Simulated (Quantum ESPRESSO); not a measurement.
**SrFe2As2: which magnetic order is lowest**

A self-consistent run ends on one state, which hangs on the start. Several orders of SrFe2As2 are started in Quantum ESPRESSO and their energies compared.

Program: Quantum ESPRESSO 7.5. Level of theory: PBEsol; plane waves with GBRV 1.5 PBEsol potentials, no spin-orbit coupling. Results are calculated unless marked as measured.

**1. Starting point**

It takes space group I4/mmm (No. 139, tetragonal). The conventional cell has a = 3.924 Å, b = 3.924 Å, c = 12.364 Å, α = 90.00°, β = 90.00°, γ = 90.00°. Nearest to Sr lie 8 As at 3.27 Å and 8 Fe at 3.66 Å. Fe has 4 As at 2.39 Å and 4 Fe at 2.77 Å and 4 Sr at 3.66 Å nearest. Nearest to As lie 4 Fe at 2.39 Å and 4 Sr at 3.27 Å. Farther neighbours are not listed.

The cell comes from the Crystallography Open Database.

**2. Run 1, typed as ferro ++**

The signs are those of the starting moments on the seeded atoms, the atoms that are given a moment.

Input file pw.in:

```
&CONTROL
  calculation = 'scf'
  prefix = 'pwscf'
  outdir = './tmp'
  pseudo_dir = './pseudo'
  disk_io = 'nowf'
/
&SYSTEM
  ibrav = 0
  nat = 5
  ntyp = 3
  ecutwfc = 40
  ecutrho = 280
  nbnd = 38
  occupations = 'smearing'
  smearing = 'fd'
  degauss = 0.00734986
  nspin = 2
  starting_magnetization(1) = 0
  starting_magnetization(2) = 0.175
  starting_magnetization(3) = 0
/
&ELECTRONS
  conv_thr = 1d-08
  electron_maxstep = 150
  mixing_beta = 0.3
/
ATOMIC_SPECIES
Sr     87.6200 sr_pbesol_v1.uspp.F.UPF
Fe     55.8450 fe_pbesol_v1.5.uspp.F.UPF
As     74.9216 as_pbesol_v1.uspp.F.UPF
CELL_PARAMETERS angstrom
  -1.9621500000    1.9621500000    6.1822000000
   1.9621500000   -1.9621500000    6.1822000000
   1.9621500000    1.9621500000   -6.1822000000
ATOMIC_POSITIONS crystal
Sr      0.0000000000    0.0000000000    0.0000000000
Fe      0.2500000000    0.7500000000    0.5000000000
Fe      0.7500000000    0.2500000000    0.5000000000
As      0.3600000000    0.3600000000    0.0000000000
As      0.6400000000    0.6400000000    0.0000000000
K_POINTS automatic
10 10 10 0 0 0
```

Started as:

```sh
$ OMP_NUM_THREADS=1 mpirun -n 4 pw.x -nk 4 -in pw.in > pw.out
```

Log:

```text
Program PWSCF v.7.5 starts
     [... lines left out ...]
     number of atoms/cell      =            5
     [... lines left out ...]
     number of electrons       =        52.00
     number of Kohn-Sham states=           38
     kinetic-energy cutoff     =      40.0000  Ry
     charge density cutoff     =     280.0000  Ry
     scf convergence threshold =      1.0E-08
     [... lines left out ...]
     16 Sym. Ops., with inversion, found
     [... lines left out ...]
     number of k points=   102  Fermi-Dirac smearing, width (Ry)=  0.0073
     [... lines left out ...]
     iteration #127     ecut=    40.00 Ry     beta= 0.30
     [... lines left out ...]
[key lines of the parts left out:]
total energy              =    -650.59926797 Ry
total magnetization       =     3.19 Bohr mag/cell
```

Wall time 26 min (4 MPI ranks of Intel Xeon 6975P-C (Granite Rapids), shared host); peak memory 1 GiB.

Residual by cycle:

cycle, log10 residual and a bar from the least value:
```
        1        1.2 ##############################
       12       -2.8 #
       24       -2.8 #
       35       -2.7 ##
       46       -2.4 ####
       58       -2.8 ##
       69       -2.9 #
       81       -2.6 ###
       92       -2.5 ####
      103       -3.0 
      115       -3.0 
      126       -2.9 #
```

The run was cut off at its time limit.

After 126 cycles the residual stands at 0.0013.

**3. Run 2 (antiferro +−)**

pw.in: that of step 2 with these lines changed.

```diff
@@ -10,6 +10,6 @@
   nat = 5
-  ntyp = 3
+  ntyp = 4
   ecutwfc = 40
   ecutrho = 280
-  nbnd = 38
+  nbnd = 36
   occupations = 'smearing'
@@ -20,3 +20,4 @@
   starting_magnetization(2) = 0.175
-  starting_magnetization(3) = 0
+  starting_magnetization(3) = -0.175
+  starting_magnetization(4) = 0
 /
@@ -29,3 +30,4 @@
 Sr     87.6200 sr_pbesol_v1.uspp.F.UPF
-Fe     55.8450 fe_pbesol_v1.5.uspp.F.UPF
+Fe1    55.8450 fe_pbesol_v1.5.uspp.F.UPF
+Fe2    55.8450 fe_pbesol_v1.5.uspp.F.UPF
 As     74.9216 as_pbesol_v1.uspp.F.UPF
@@ -37,4 +39,4 @@
 Sr      0.0000000000    0.0000000000    0.0000000000
-Fe      0.2500000000    0.7500000000    0.5000000000
-Fe      0.7500000000    0.2500000000    0.5000000000
+Fe1     0.2500000000    0.7500000000    0.5000000000
+Fe2     0.7500000000    0.2500000000    0.5000000000
 As      0.3600000000    0.3600000000    0.0000000000
```

Log:

```text
[banner, memory and clock lines left out]
Program PWSCF v.7.5 starts

     Message from routine setup:
     using ibrav=0 with symmetry is DISCOURAGED, use correct ibrav instead

     bravais-lattice index     =            0
     lattice parameter (alat)  =      12.8055  a.u.
     unit-cell volume          =     642.4866 (a.u.)^3
     number of atoms/cell      =            5
     number of atomic types    =            4
     number of electrons       =        52.00
     number of Kohn-Sham states=           36
     kinetic-energy cutoff     =      40.0000  Ry
     charge density cutoff     =     280.0000  Ry
     scf convergence threshold =      1.0E-08
     mixing beta               =       0.3000
     number of iterations used =            8  plain     mixing
     Exchange-correlation= SLA  PW   PSX  PSC
                           (   1   4  10   8   0   0   0)

     celldm(1)=  12.805549  celldm(2)=   0.000000  celldm(3)=   0.000000
     celldm(4)=   0.000000  celldm(5)=   0.000000  celldm(6)=   0.000000

     crystal axes: (cart. coord. in units of alat)
               a(1) = (  -0.289556   0.289556   0.912313 )
               a(2) = (   0.289556  -0.289556   0.912313 )
               a(3) = (   0.289556   0.289556  -0.912313 )

     reciprocal axes: (cart. coord. in units 2 pi/alat)
               b(1) = ( -0.000000  1.726781  0.548058 )
               b(2) = (  1.726781 -0.000000  0.548058 )
               b(3) = (  1.726781  1.726781  0.000000 )

     PseudoPot. # 1 for Sr read from file:
     sr_pbesol_v1.uspp.F.UPF
     Pseudo is Ultrasoft + core correction, Zval = 10.0

     PseudoPot. # 2 for Fe read from file:
     fe_pbesol_v1.5.uspp.F.UPF
     Pseudo is Ultrasoft + core correction, Zval = 16.0

     PseudoPot. # 3 for Fe read from file:
     fe_pbesol_v1.5.uspp.F.UPF
     Pseudo is Ultrasoft + core correction, Zval = 16.0

     PseudoPot. # 4 for As read from file:
     as_pbesol_v1.uspp.F.UPF
     Pseudo is Ultrasoft + core correction, Zval =  5.0

     atomic species   valence    mass     pseudopotential
     Sr               10.00    87.62000     Sr( 1.00)
     Fe1              16.00    55.84500     Fe( 1.00)
     Fe2              16.00    55.84500     Fe( 1.00)
     As                5.00    74.92160     As( 1.00)

     Starting magnetic structure
     atomic species   magnetization
     Sr              0.000
     Fe1             0.175
     Fe2            -0.175
     As              0.000

      8 Sym. Ops. (no inversion) found

   Cartesian axes

     site n.     atom                  positions (alat units)
         1        Sr     tau(   1) = (   0.0000000   0.0000000   0.0000000  )
         2        Fe1    tau(   2) = (   0.2895562   0.0000000   0.4561563  )
         3        Fe2    tau(   3) = (   0.0000000   0.2895562   0.4561563  )
         4        As     tau(   4) = (  -0.0000000  -0.0000000   0.6568651  )
         5        As     tau(   5) = (  -0.0000000  -0.0000000   1.1677602  )

     number of k points=   102  Fermi-Dirac smearing, width (Ry)=  0.0073

     Number of k-points >= 100: set verbosity='high' to print them.

     Dense  grid:    50887 G-vectors     FFT dimensions: (  72,  72,  72)

     Smooth grid:    22011 G-vectors     FFT dimensions: (  54,  54,  54)

     Check: negative core charge=   -0.000016
     Generating pointlists ...
     new r_m :   0.1991 (alat units)  2.5494 (a.u.) for type    1
     new r_m :   0.1453 (alat units)  1.8610 (a.u.) for type    2
     new r_m :   0.1453 (alat units)  1.8610 (a.u.) for type    3
     new r_m :   0.1453 (alat units)  1.8610 (a.u.) for type    4

     Initial potential from superposition of free atoms

     starting charge      49.9688, renormalised to      52.0000

     negative rho (up, down):  3.331E-02 3.331E-02
     Starting wfcs are   47 randomized atomic wfcs

     Self-consistent Calculation

     iteration #  1     ecut=    40.00 Ry     beta= 0.30
     Davidson diagonalization with overlap
     ethr =  1.00E-02,  avg # of iterations =  2.6

     negative rho (up, down):  3.257E-02 3.257E-02

     total energy              =    -650.51461727 Ry
     estimated scf accuracy    <       1.26065190 Ry

     total magnetization       =     0.00 Bohr mag/cell
     absolute magnetization    =     4.11 Bohr mag/cell

     iteration #  2     ecut=    40.00 Ry     beta= 0.30
     Davidson diagonalization with overlap
     ethr =  2.42E-03,  avg # of iterations =  2.1

     negative rho (up, down):  3.244E-02 3.244E-02

     total energy              =    -650.51491695 Ry
     estimated scf accuracy    <       0.45961838 Ry

     total magnetization       =     0.00 Bohr mag/cell
     absolute magnetization    =     4.83 Bohr mag/cell

     [... further iterations left out ...]

     iteration # 16     ecut=    40.00 Ry     beta= 0.30
     Davidson diagonalization with overlap
     ethr =  1.09E-10,  avg # of iterations =  1.1

     negative rho (up, down):  3.307E-02 3.307E-02

     total energy              =    -650.61460148 Ry
     estimated scf accuracy    <       0.00000005 Ry

     total magnetization       =    -0.00 Bohr mag/cell
     absolute magnetization    =     4.07 Bohr mag/cell

     iteration # 17     ecut=    40.00 Ry     beta= 0.30
     Davidson diagonalization with overlap
     ethr =  9.16E-11,  avg # of iterations =  2.0

     negative rho (up, down):  3.307E-02 3.307E-02

     Magnetic moment per site  (integrated on atomic sphere of radius R)
     atom   1 (R=0.199)  charge=  8.2519  magn=  0.0000
     atom   2 (R=0.145)  charge= 14.2302  magn=  1.8130
     atom   3 (R=0.145)  charge= 14.2302  magn= -1.8131
     atom   4 (R=0.145)  charge=  2.5963  magn=  0.0000
     atom   5 (R=0.145)  charge=  2.5963  magn=  0.0000

     End of self-consistent calculation

     Number of k-points >= 100: set verbosity='high' to print the bands.

     the Fermi energy is    10.9520 ev

!    total energy              =    -650.61460151 Ry
     estimated scf accuracy    <          2.3E-09 Ry
     smearing contrib. (-TS)   =      -0.01161476 Ry
     internal energy E=F+TS    =    -650.60298675 Ry

     The total energy is F=E-TS. E is the sum of the following terms:
     one-electron contribution =    -458.39028609 Ry
     hartree contribution      =     249.81382640 Ry
     xc contribution           =    -138.73038253 Ry
     ewald contribution        =    -303.29614453 Ry

     total magnetization       =    -0.00 Bohr mag/cell
     absolute magnetization    =     4.07 Bohr mag/cell

     convergence has been achieved in  17 iterations
```

Elapsed: 3 min, on 4 MPI ranks; peak memory 0.92 GiB.

Spin moment in the atom's sphere by atom:

| atom | spin moment in the atom's sphere (μB) |
| --- | --- |
| Sr1 | 0.00 |
| Fe2 | 1.81 |
| Fe3 | -1.81 |
| As4 | 0.00 |
| As5 | 0.00 |

Numbers from this step:

| Quantity | Value |
| --- | --- |
| smearing term TS | 0.1580 eV |
| magnetization | 0 μB |
| absolute magnetization | 4.07 μB |
| final state | antiferromagnetic |

Spin density in the ac plane of the conventional cell at fractional y = 0.000, with atoms of Sr and Fe and As within 0.2 Å of it.

Ten even steps from '_' (-3.0 e/Å³) to '@' (3.0 e/Å³), each cell a mean:
```
============================
============================
============================
============================
============================
==========--..__::==========
============::..--==========
============================
============================
============================
============================
============================
============================
============================
============================
============================
========++++++++++++========
======++++**%%@@##++++======
======++++++##%%**++++++====
========++++++++++++++======
============================
============================
============================
============================
```
Columns run along a (3.9 Å), rows up along c (12.4 Å), edges of the conventional cell, whose origin can differ from the input's. Atoms in or near the plane, at fractional coordinates: Sr at (0.00, 0.00), Fe at (0.50, 0.25), Fe at (0.50, 0.75), As at (0.00, 0.36), As at (0.00, 0.64).

Valence density in the ac plane of the conventional cell at fractional y = 0.000, with atoms of Sr and Fe and As within 0.2 Å of it. It is the smooth field of the valence electrons, not physical close to the nuclei.

Ten steps, logarithmic in the rise over the least value, from '_' (0 e/Å³) to '@' (20 e/Å³), each cell a mean:
```
==++++==::::::::::::--==++++
====--::::::::::::::::----==
::::::::::::::::::::::::::::
::::::::::::----::::::::::::
::::::::--==****++----::::::
::::::--==##@@@@@@**----::::
--------==**@@@@%%++--------
------------======----------
++----------::::::--------==
----------::::::::::--------
------::::::::::::::::------
::::::::::::::::::::::::::::
::::::::::::::::::::::::::::
--------::::::::::::::------
----------::::::::::--------
++------------------------==
----------==****++==--------
--------==##@@@@@@**--------
::::::--==**@@@@%%++--::::::
::::::::----======--::::::::
::::::::::::::::::::::::::::
--::::::::::::::::::::::::--
++++==--::::::::::::::--==++
__++++==--::::::::::--==++==
```
Columns run along a (3.9 Å), rows up along c (12.4 Å), edges of the conventional cell, whose origin can differ from the input's. Atoms in or near the plane, at fractional coordinates: Sr at (0.00, 0.00), Fe at (0.50, 0.25), Fe at (0.50, 0.75), As at (0.00, 0.36), As at (0.00, 0.64).

**4. Run 3, typed as antiferro q=(0,0,1/2) +−−+**

The cell is doubled to 10 atoms to hold this order. The wavevector q is in fractions of the reciprocal vectors of the crystal's primitive cell, as the cells of these inputs are built from it; moments change sign between cells as cos(2π q·R).

pw.in: that of step 3 with these lines changed.

```diff
@@ -9,3 +9,3 @@
   ibrav = 0
-  nat = 5
+  nat = 10
   ntyp = 4
@@ -13,3 +13,3 @@
   ecutrho = 280
-  nbnd = 36
+  nbnd = 67
   occupations = 'smearing'
@@ -24,3 +24,3 @@
 &ELECTRONS
-  conv_thr = 1d-08
+  conv_thr = 2d-08
   electron_maxstep = 150
@@ -36,10 +36,15 @@
    1.9621500000   -1.9621500000    6.1822000000
-   1.9621500000    1.9621500000   -6.1822000000
+   3.9243000000    3.9243000000  -12.3644000000
 ATOMIC_POSITIONS crystal
 Sr      0.0000000000    0.0000000000    0.0000000000
-Fe1     0.2500000000    0.7500000000    0.5000000000
-Fe2     0.7500000000    0.2500000000    0.5000000000
+Sr      0.0000000000    0.0000000000    0.5000000000
+Fe1     0.2500000000    0.7500000000    0.2500000000
+Fe2     0.2500000000    0.7500000000    0.7500000000
+Fe2     0.7500000000    0.2500000000    0.2500000000
+Fe1     0.7500000000    0.2500000000    0.7500000000
 As      0.3600000000    0.3600000000    0.0000000000
+As      0.3600000000    0.3600000000    0.5000000000
 As      0.6400000000    0.6400000000    0.0000000000
+As      0.6400000000    0.6400000000    0.5000000000
 K_POINTS automatic
-10 10 10 0 0 0
+10 10 5 0 0 0
```

Log:

```text
     [... lines left out ...]
Program PWSCF v.7.5 starts
     [... lines left out ...]
     number of atoms/cell      =           10
     [... lines left out ...]
     number of electrons       =       104.00
     number of Kohn-Sham states=           67
     kinetic-energy cutoff     =      40.0000  Ry
     charge density cutoff     =     280.0000  Ry
     scf convergence threshold =      2.0E-08
     [... lines left out ...]
      8 Sym. Ops., with inversion, found ( 4 have fractional translation)
     [... lines left out ...]
     number of k points=    93  Fermi-Dirac smearing, width (Ry)=  0.0073
     [... lines left out ...]
     iteration # 17     ecut=    40.00 Ry     beta= 0.30
     [... lines left out ...]
     Magnetic moment per site  (integrated on atomic sphere of radius R)
     atom   1 (R=0.199)  charge=  8.2552  magn= -0.0000
     atom   2 (R=0.199)  charge=  8.2552  magn= -0.0000
     atom   3 (R=0.145)  charge= 14.2215  magn=  2.0165
     atom   4 (R=0.145)  charge= 14.2216  magn= -2.0165
     atom   5 (R=0.145)  charge= 14.2216  magn= -2.0165
     atom   6 (R=0.145)  charge= 14.2215  magn=  2.0165
     atom   7 (R=0.145)  charge=  2.5986  magn= -0.0000
     atom   8 (R=0.145)  charge=  2.5986  magn= -0.0000
     atom   9 (R=0.145)  charge=  2.5986  magn= -0.0000
     atom  10 (R=0.145)  charge=  2.5986  magn= -0.0000
     [... lines left out ...]
     the Fermi energy is    10.8830 ev
!    total energy              =   -1301.24804461 Ry
     estimated scf accuracy    <       0.00000001 Ry
     smearing contrib. (-TS)   =      -0.01216062 Ry
     [... lines left out ...]
     total magnetization       =     0.00 Bohr mag/cell
     absolute magnetization    =     9.11 Bohr mag/cell
     convergence has been achieved in  17 iterations
```

It took 11 min on 4 MPI ranks; peak memory 2.1 GiB.

Spin moment in the atom's sphere by atom:

| atom | spin moment in the atom's sphere (μB) |
| --- | --- |
| Sr1 | 0.00 |
| Sr2 | 0.00 |
| Fe3 | 2.02 |
| Fe4 | -2.02 |
| Fe5 | -2.02 |
| Fe6 | 2.02 |
| As7 | 0.00 |
| As8 | 0.00 |
| As9 | 0.00 |
| As10 | 0.00 |

Read from the output:

| Quantity | Value |
| --- | --- |
| smearing term TS | 0.1655 eV |
| magnetization | 0 μB |
| absolute magnetization | 9.107 μB |
| final state | antiferromagnetic |

**5. Start 4: no spin polarisation**

Input file pw.in:

```
&CONTROL
  calculation = 'scf'
  prefix = 'pwscf'
  outdir = './tmp'
  pseudo_dir = './pseudo'
  disk_io = 'nowf'
/
&SYSTEM
  ibrav = 0
  nat = 5
  ntyp = 3
  ecutwfc = 40
  ecutrho = 280
  nbnd = 36
  occupations = 'smearing'
  smearing = 'fd'
  degauss = 0.00734986
/
&ELECTRONS
  conv_thr = 1d-08
  electron_maxstep = 150
  mixing_beta = 0.3
/
ATOMIC_SPECIES
Sr     87.6200 sr_pbesol_v1.uspp.F.UPF
Fe     55.8450 fe_pbesol_v1.5.uspp.F.UPF
As     74.9216 as_pbesol_v1.uspp.F.UPF
CELL_PARAMETERS angstrom
  -1.9621500000    1.9621500000    6.1822000000
   1.9621500000   -1.9621500000    6.1822000000
   1.9621500000    1.9621500000   -6.1822000000
ATOMIC_POSITIONS crystal
Sr      0.0000000000    0.0000000000    0.0000000000
Fe      0.2500000000    0.7500000000    0.5000000000
Fe      0.7500000000    0.2500000000    0.5000000000
As      0.3600000000    0.3600000000    0.0000000000
As      0.6400000000    0.6400000000    0.0000000000
K_POINTS automatic
10 10 10 0 0 0
```

Log:

```text
     [... lines left out ...]
Program PWSCF v.7.5 starts
     [... lines left out ...]
     number of atoms/cell      =            5
     [... lines left out ...]
     number of electrons       =        52.00
     number of Kohn-Sham states=           36
     kinetic-energy cutoff     =      40.0000  Ry
     charge density cutoff     =     280.0000  Ry
     scf convergence threshold =      1.0E-08
     [... lines left out ...]
     16 Sym. Ops., with inversion, found
     [... lines left out ...]
     number of k points=   102  Fermi-Dirac smearing, width (Ry)=  0.0073
     [... lines left out ...]
     iteration # 12     ecut=    40.00 Ry     beta= 0.30
     [... lines left out ...]
     the Fermi energy is    10.7846 ev
!    total energy              =    -650.60239636 Ry
     estimated scf accuracy    <          3.1E-09 Ry
     smearing contrib. (-TS)   =      -0.01238765 Ry
     [... lines left out ...]
     convergence has been achieved in  12 iterations
```

Wall time 65 s (4 MPI ranks); peak memory 0.7 GiB.

Read from the output:

```yaml
smearing_term_ts: 0.1685 eV
final_state: non-magnetic (no spin polarisation)
```

**6. The states side by side**

An order is kept where moments of 0.15 μB or more survive with the typed signs; meshes match where a doubled cell samples the same k points as the first cell.

Orders:

| start | final state | typed order kept | energy over the lowest (meV a seeded atom) | largest site moment (μB) | net moment (μB a cell of the first run) | mesh matched | CPU time (s) |
| --- | --- | --- | --- | --- | --- | --- | --- |
| antiferro +- | antiferromagnetic | yes | 64.09 | 1.813 | 0 | yes | 707.1 |
| antiferro q=(0,0,1/2) +--+ | antiferromagnetic | yes | 0 | 2.017 | 0 | yes | 2712 |
| no spin polarisation | non-magnetic | - | 147.1 | 0 | 0 | yes | 260.2 |

**7. What came out**

```
lowest state found      : antiferromagnetic (from antiferro q=(0,0,1/2) +--+)
largest site moment     : 2.02 μB
next state with moments : antiferromagnetic, 64.1 meV a seeded atom higher
state without moments   : 147 meV a seeded atom higher
```

The smearing terms TS of the orders run from 41 to 79 meV a seeded atom, so the differences would change at a smaller width: an order with a larger TS is lowered more by the smearing. This is the lowest of 3 collinear or spinless starts, no proof of the ground state. 1 further start did not converge. Energies are free energies at an electronic temperature of 1160 K, which lowers moments and differences where the moments are itinerant.

[Logs and program files are shortened in this print: banners, set-up blocks, solver, clock and traceback lines can be left out without a mark of their own.]

[Logs are printed without paths, hosts, clocks, repeated set-up lines and the standing remarks that a program may print on its own settings, such as how far it seeks lower states.]

[Hosts, paths, dates, database ids (printed as entryN), source tags and the programs' standing remarks are cut or masked in the printed files.]

[Where a cell is said to come from a database of computed structures, the database is the Materials Project.]
